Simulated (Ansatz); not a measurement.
# Random alloy of the diamond Si-Ge line, x = 0.625 (64 atoms): geometry optimisation

Wanted: the relaxed structure of random alloy of the diamond Si-Ge line, x = 0.625 (64 atoms) and its electronic structure.

Calculated with Ansatz 0.2.0; Kohn-Sham DFT, PBE, PAW (set soft_2), plane waves.

Report form: inputs, costs, results and the conclusion, without the logs.

**1. The system as given**

The cell holds 64 atoms: 24 Si and 40 Ge. Cell: a = 11.302 Å, b = 11.302 Å, c = 11.302 Å, α = 90.0°, β = 90.0°, γ = 90.0°. It derives from Si and Ge (diamond Si-Ge), repeated 2×2×2. Diamond Si-Ge: 64 atoms, 40 of 64 Si sites given to Ge at random, cell and internal coordinates interpolated linearly between the end members (Vegard's rule); not relaxed, displaced by a Gaussian of 0.02 Å. Lattice constants are starting values near those of PBE.

What the set-up can't give: The host structure and its lattice constant were typed by rule, without a check against the phase diagram. Only the Γ point is sampled in the main run, in a cell whose shortest periodic width is 11 Å.

**2. Single point at the start**

A single point comes first, to see the forces before anything moves.

Contents of input.yaml:

```yaml
crystal:
  lattice:
    - [11.30175, 0.0, 0.0]
    - [0.0, 11.30175, 0.0]
    - [0.0, 0.0, 11.30175]
  atoms:
    - { symbol: Si, position: [0.00287, 0.99892, 0.99907] }
    - { symbol: Si, position: [0.1231, 0.12653, 0.12093] }
    - { symbol: Ge, position: [0.00309, 0.24865, 0.25056] }
    - { symbol: Ge, position: [0.12456, 0.37759, 0.37135] }
    - { symbol: Ge, position: [0.24943, 0.99932, 0.25201] }
    - { symbol: Si, position: [0.37305, 0.12469, 0.37345] }
    - { symbol: Ge, position: [0.25007, 0.25103, 0.99805] }
    - { symbol: Ge, position: [0.37703, 0.3766, 0.12589] }
[... 52 atom lines left out ...]
    - { symbol: Ge, position: [0.74775, 0.50055, 0.75089] }
    - { symbol: Si, position: [0.87729, 0.6248, 0.87391] }
    - { symbol: Ge, position: [0.751, 0.75043, 0.5005] }
    - { symbol: Si, position: [0.87487, 0.87705, 0.62565] }
kpoints:
  mp_grid: { grid: [1, 1, 1] }
hamiltonian:
  xc: pbe
scf:
  occupations: { method: fermi_dirac, width: 0.025 }
output:
  forces: true
```

Command:

```sh
$ ansatz run input.yaml --threads 4 --pin off --max-ram 8192MiB --backend cpu --events-out ev --progress --plain --runs-dir out
```

Run time: 11 s. Hardware: 4 threads of Arm Neoverse V2, shared host; peak memory 1.8 GiB.

Read from the output:

```yaml
free_energy: -187048.6735 eV
free_energy_per_atom: -2922.6355 eV/atom
scf_cycles: 9
r_m_s_force_component: 0.3859 eV/Å
longest_force: 1.531 eV/Å
fermi_energy: 7.542 eV
```

The r.m.s. force component of 0.39 eV/Å sets the starting point.

Length of the force by element and coordination:

```tsv
element	coordination	atoms	mean length of the force (eV/Å)	spread	least	most
Ge	all	40	0.645	0.281	0.180	1.53
Si	all	24	0.549	0.255	0.105	1.02
```

**3. Cell and atoms relaxed**

The cell is relaxed with the atoms, since the starting lattice needn't suit this functional.

input.yaml: that of step 2 with these lines changed.

```diff
@@ -15 +15,5 @@
   forces: true
+relax:
+  f_tol: 0.04
+  max_steps: 150
+  cell: {}
```

Elapsed: 46 s, on 4 threads; peak memory 1.8 GiB.

Step by step:

```tsv
step	energy less that of the first step (eV)	largest force component (eV/Å)	pressure (GPa)	volume (Å³)
1	0.0000	1.2085	-0.10	1443.57
2	-1.0564	0.2025	0.03	1437.96
3	-1.1098	0.0192	0.00	1438.47
4*	-1.1088	0.0192	0.00	1438.47
```

Relaxation steps marked * repeat the geometry before them on a plane-wave basis chosen anew for their cell, so energy and pressure can jump there.

```tsv
cell as run	before	after	change
a (Å)	11.302	11.285	-0.2 %
b (Å)	11.302	11.290	-0.1 %
c (Å)	11.302	11.291	-0.1 %
α (°)	90.00	90.02	+0.0 %
β (°)	90.00	90.03	+0.0 %
volume (Å³/atom)	22.56	22.48	-0.4 %
```

The atoms that moved most (Å, as changes of fractional coordinates times the final cell):

```tsv
atom	dx	dy	dz	length
Si57	-0.020	0.090	0.049	0.105
Ge23	-0.031	-0.058	-0.080	0.103
Ge52	-0.088	-0.009	0.007	0.089
Ge56	0.005	-0.031	-0.077	0.083
Si50	-0.038	0.037	-0.060	0.080
Ge16	0.023	0.061	-0.039	0.076
Ge19	0.023	-0.038	-0.061	0.076
Ge12	-0.008	0.071	-0.026	0.076
```

The relaxation changed the energy by -17.3 meV/atom, and atoms moved by 0.061 Å r.m.s., 0.10 Å at most.

**4. Local order after relaxation**

Bonds before and after, by the cutoffs listed below:

```tsv
pair	bonds before	bonds after	mean before (Å)	mean after (Å)	spread before (Å)	spread after (Å)
Ge-Ge	52	52	2.443	2.477	0.025	0.009
Ge-Si	56	56	2.452	2.434	0.029	0.008
Si-Si	20	20	2.446	2.390	0.023	0.007
```

Density 4.13 g/cm³, 22.48 Å³ an atom.

g(r), total and by pair (bins of 0.2 Å):

```tsv
r (Å)	total	Ge-Ge	Ge-Si	Si-Si
2.30	0.89	0.00	0.00	6.35
2.50	5.14	6.06	5.65	0.68
2.70	0.00	0.00	0.00	0.00
2.90	0.00	0.00	0.00	0.00
3.10	0.00	0.00	0.00	0.00
3.30	0.00	0.00	0.00	0.00
3.50	0.00	0.00	0.00	0.00
3.70	0.00	0.00	0.00	0.00
3.90	3.63	2.92	3.97	4.47
4.10	3.10	3.64	3.00	1.96
4.30	0.00	0.00	0.00	0.00
4.50	0.17	0.20	0.11	0.28
4.70	4.71	4.73	4.67	4.82
4.90	0.01	0.03	0.00	0.00
5.10	0.00	0.00	0.00	0.00
5.30	0.00	0.00	0.00	0.00
5.50	0.25	0.23	0.21	0.45
5.70	1.43	1.61	1.21	1.67
5.90	0.00	0.00	0.00	0.00
6.10	2.38	2.47	2.28	2.49
6.30	0.45	0.35	0.58	0.31
6.50	0.00	0.00	0.00	0.00
6.70	0.02	0.00	0.05	0.00
6.90	4.36	4.09	4.80	3.62
7.10	0.11	0.10	0.13	0.04
7.30	2.51	2.46	2.59	2.40
7.50	0.15	0.18	0.12	0.18
7.70	0.00	0.00	0.00	0.00
```

Bonds by pair of elements; cutoffs follow the first minimum of g(r), held within bounds set by covalent radii, and pairs that aren't listed don't count as bonded:

```tsv
pair A-B	cutoff (Å)	bonds	mean length (Å)	spread (Å)	shortest (Å)	B about A	A about B
Ge-Ge	2.88	52	2.48	0.009	2.46	2.6	2.6
Ge-Si	2.83	56	2.43	0.008	2.42	1.4	2.33
Si-Si	2.83	20	2.39	0.007	2.37	1.67	1.67
```

How many atoms have how many bonded neighbours:

```tsv
element	mean	4
Ge	4	40
Si	4	24
```

Bond angles, per cent of each kind in bins of 5°:

```tsv
angle (°)	Ge-Ge-Si	Ge-Ge-Ge	Ge-Si-Si	Ge-Si-Ge	Si-Ge-Si
105–110	60.9	81.2	63.2	91.3	37.9
110–115	39.1	18.8	36.8	8.7	62.1
```

Bond angles (no mean is given where the spread exceeds 20°):

```tsv
angle	count	mean (°)	spread (°)
Ge-Ge-Si	110	110	1.1
Ge-Ge-Ge	101	109	1.2
Ge-Si-Si	76	110	1
Ge-Si-Ge	46	109	0.8
Si-Ge-Si	29	110	1.1
```

Rings of the network by King's shortest-path rule, up to 12 atoms, one path for each pair of neighbours; H, halogens, alkali and alkaline-earth atoms are left out:

```tsv
ring size (atoms)	rings	per network atom
6	127	1.98
```

By these cutoffs all Ge atoms have 4 and all Si atoms have 4 bonded neighbours. The Ge-Ge-Si angle averages 110° with a spread of 1.1°. All rings counted have 6 atoms.

**5. Single point at the relaxed geometry**

The electronic structure is read at the final geometry, in a run of its own.

Contents of input.yaml:

```yaml
crystal:
  lattice:
    - [11.28458, 0.00079, -0.00264]
    - [0.00079, 11.28963, -0.00178]
    - [-0.00264, -0.00178, 11.29112]
  atoms:
    - { symbol: Si, position: [0.00411, 0.99951, 0.99865] }
    - { symbol: Si, position: [0.12455, 0.12252, 0.12258] }
    - { symbol: Ge, position: [0.0018, 0.24818, 0.24652] }
    - { symbol: Ge, position: [0.12627, 0.37468, 0.37426] }
    [... 54 atom lines left out ...]
    - { symbol: Si, position: [0.5021, 0.74725, 0.75257] }
    - { symbol: Si, position: [0.62368, 0.8701, 0.87566] }
    - { symbol: Ge, position: [0.75202, 0.50338, 0.74982] }
    - { symbol: Si, position: [0.87397, 0.6268, 0.87808] }
    - { symbol: Ge, position: [0.74755, 0.7505, 0.50487] }
    - { symbol: Si, position: [0.87347, 0.87312, 0.6276] }
kpoints:
  mp_grid: { grid: [1, 1, 1] }
hamiltonian:
  xc: pbe
scf:
  occupations: { method: fermi_dirac, width: 0.025 }
output:
  forces: true
  stress: true
  populations: true
  dos:
    method: { smearing: { sigma: 0.08 } }
    de: 0.05
    projected: { site_lists: { Ge: [Ge], Si: [Si] } }
  eigenvalues: true
  write_density: true
  write_potential: true
  volumetric_format: npy
```

Run time: 20 s. Hardware: 4 threads; peak memory 1.8 GiB.

Read from the output:

```yaml
free_energy: -187049.7823 eV
free_energy_per_atom: -2922.6528 eV/atom
scf_cycles: 9
pressure: -0.0005055 GPa
r_m_s_force_component: 0.00518 eV/Å
longest_force: 0.02004 eV/Å
fermi_energy: 7.55 eV
spacing_of_highest_filled_and_lowest_empty_level: 0.3632 eV
spilling_of_the_projection: 0.002501
```

Löwdin charges by element and coordination (they lack the spilled electrons, 0.026 e an atom on average):

```tsv
element	coordination	atoms	mean charge (e)	spread	least	most
Ge	all	40	-0.0051	0.0185	-0.0524	0.028
Si	all	24	0.0768	0.0169	0.0441	0.103
```

Charge against the make-up of the first shell:

```tsv
Si neighbours of Ge	atoms	mean charge (e)
0	6	0.022
1	18	0.003
2	11	-0.017
3	4	-0.036
4	1	-0.052
```

States in the cell by windows of 1 eV, zero at the Fermi level; the larger projections on atomic orbitals stand beside the total:

```tsv
from (eV)	to (eV)	total	Ge p	Si p	Ge s	Si s
-14	-13	0.0	0.0	0.0	0.0	0.0
-13	-12	2.0	0.0	0.0	1.4	0.6
-12	-11	12.0	1.9	1.1	6.4	2.5
-11	-10	32.0	5.1	3.1	15.6	8.0
-10	-9	0.0	0.0	0.0	0.0	0.0
-9	-8	36.0	7.6	5.0	14.9	8.4
-8	-7	8.0	3.2	2.0	1.7	1.0
-7	-6	21.0	5.7	4.4	7.0	3.8
-6	-5	3.0	1.1	0.4	0.3	1.1
-5	-4	22.2	7.2	8.2	3.8	2.7
-4	-3	49.1	30.8	16.6	0.8	0.5
-3	-2	22.6	13.6	8.9	0.0	0.0
-2	-1	42.1	27.7	14.0	0.0	0.0
-1	0	6.0	4.1	1.7	0.0	0.0
0	1	32.8	10.1	7.3	8.4	4.6
1	2	19.8	7.5	5.4	3.5	1.6
2	3	23.4	9.4	5.2	2.7	2.3
3	4	21.5	9.4	6.6	1.0	0.3
```

Between -25 and -14 eV lie 400 more states.

The levels nearest the highest filled one (over half full), pooled over k-points and spins:

```tsv
level less the highest filled one (eV)	occupation
-1.17	2
-1.13	2
-1.10	2
-0.014	2.00
-0.0083	2.00
0	2.00
0.363	0.002
0.388	0.001
0.531	0
0.581	0
0.637	0
0.673	0
```

Electrostatic potential energy in the ac plane at fractional y = 0.003, with atoms of Si and Ge within 0.2 Å of it. With pseudopotentials it is smooth inside the atoms' cores, unlike the true potential.

Ten even steps from '0' (-36 eV) to '9' (11 eV), each cell a mean:
```
00589999999998300058999999999840
46899999999998754589999999999975
99999999999999998999999999999999
99999987789999999999998878999999
99999853247999999999985334799999
99999620015899999999962001589999
99999731126899999999973112589999
99999875568999999999987556899999
99999999999999999999999999999999
78999999999999888899999999999987
24799999999998522379999999999853
01589999999997200058999999999620
12689999999997300068999999999731
56899999999998755689999999999875
99999999999999999999999999999999
99999988889999999999999888999999
99999853247899999999985334799999
99999730014899999999973001489999
99999741025899999999973102589999
99999875568999999999987546899999
99999999999999999999999989999999
88999999999999988899999999999998
23789999999998632479999999999863
00489999999998200048999999999730
```
Columns run along a (11.3 Å; values clipped at the 3rd and 97th percentile), rows up along c (11.3 Å). Atoms in or near the plane, at fractional coordinates: Si at (0.00, 0.00), Ge at (0.25, 0.25), Ge at (0.00, 0.50), Ge at (0.25, 0.75), Si at (0.50, 0.00), Ge at (0.75, 0.25), Si at (0.50, 0.50), Ge at (0.75, 0.75).

Valence density in the ac plane at fractional y = 0.003, with atoms of Si and Ge within 0.2 Å of it. It is the smooth field of the valence electrons, not physical close to the nuclei.

Ten steps, logarithmic in the rise over the least value, from '_' (0 e/Å³) to '@' (33 e/Å³), each cell a mean:
```
__......__________________......__......__________________......
........__________________............____________________......
________________________________________________________________
____________..........______________________..........__________
__________..::==++--....__________________..::====--....________
__________..==%%@@**::..__________________..==%%@@**::..________
__________..--##%%==::..__________________..--##%%++::..________
__________....::::....____________________....::::::..__________
________________________________________________________________
......______________________..........______________________....
++--....__________________..............__________________..::==
@@**::..__________________....____......__________________..==%%
%%++::..__________________......__......__________________..--##
::....____________________............____________________....::
________________________________________________________________
____________..........______________________..........__________
__________..::==++--....__________________..::====--....________
__________..==%%@@**::..__________________..==%%@@**::..________
__________..--##%%++::..__________________..--##%%++::..________
__________....::::::..____________________....::::::..__________
______________________________________________....______________
......______________________..........______________________....
........__________________..............__________________......
__......__________________....____......__________________....__
```
Columns run along a (11.3 Å), rows up along c (11.3 Å). Atoms in or near the plane, at fractional coordinates: Si at (0.00, 0.00), Ge at (0.25, 0.25), Ge at (0.00, 0.50), Ge at (0.25, 0.75), Si at (0.50, 0.00), Ge at (0.75, 0.25), Si at (0.50, 0.50), Ge at (0.75, 0.75).

Mean Löwdin charges: Ge -0.01, Si +0.08 e. Charges this small depend on the projection, at times even in sign. The charge on Ge changes by -0.019 e for each Si neighbour that takes the place of another kind, on average. Just under the Fermi level the largest share is Ge p (71 % of the projected weight), just over it Ge s (43 % of the projected weight).

Local excerpt of 17 atoms (numbers count through the whole input) about Ge27, whose charge lies farthest from its element's mean; x, y, z are measured from there.

```tsv
atom	x	y	z	distance (Å)	bonds	Löwdin charge (e)
Ge27	0.00	0.00	0.00	0.00	4	-0.05
Si28	1.40	1.41	1.41	2.43	4	0.09
Si64	-1.42	1.39	-1.41	2.44	4	0.10
Si62	-1.42	-1.39	1.42	2.44	4	0.07
Si26	1.44	-1.42	-1.39	2.45	4	0.10
Si17	-0.01	-2.76	2.77	3.91	4	0.08
Ge23	2.82	-0.03	2.75	3.94	4	-0.04
Ge61	-2.79	-2.79	-0.03	3.95	4	-0.04
Si1	0.05	2.81	2.78	3.95	4	0.07
Ge13	2.80	2.79	0.01	3.96	4	0.00
Ge9	-0.03	2.79	-2.81	3.96	4	0.01
Si55	-2.85	-0.02	2.76	3.96	4	0.05
Si29	2.84	-2.77	-0.02	3.97	4	0.06
Ge25	0.02	-2.84	-2.79	3.98	4	-0.01
Ge45	-2.85	2.78	-0.04	3.98	4	-0.03
Ge63	-2.84	0.00	-2.80	3.99	4	-0.02
Ge31	2.84	-0.03	-2.82	4.00	4	0.00
```

**6. K-mesh 2×2×2**

Large cells are often run on few k-points; this run checks whether the reference had enough.

input.yaml: that of step 5 with these lines changed.

```diff
@@ -8,3 +8,3 @@
 kpoints:
-  mp_grid: { grid: [1, 1, 1] }
+  mp_grid: { grid: [2, 2, 2] }
 hamiltonian:
@@ -22,4 +22 @@
   eigenvalues: true
-  write_density: true
-  write_potential: true
-  volumetric_format: npy
```

Elapsed: 3.3 min, on 4 threads; peak memory 6.3 GiB; 13 min of CPU time.

The program notes that it cut back its work space to fit the memory limit.

Geometry and reference: those of the single point at the relaxed geometry.

Forces differ from those of the single point at the relaxed geometry by 14 meV/Å r.m.s.; the energy by -120 meV/atom, the pressure by -0.22 GPa and the gap by +0.0055 eV. It took roughly 9.8 times the reference's time (one timing each, with unlike analyses asked), in 10 cycles against 9.

(Part 1 of 2 ends here.)

[Long decimals in the printed logs are rounded to 6 places.]

[Logs are printed without paths, hosts, clocks, repeated set-up lines and the standing remarks that a program may print on its own settings, such as how far it seeks lower states.]

[Hosts, paths, dates, database ids (printed as entryN), source tags and the programs' standing remarks are cut or masked in the printed files.]

[A walk said to have stopped at its limit may instead have ended on an SCF cycle that didn't converge.]
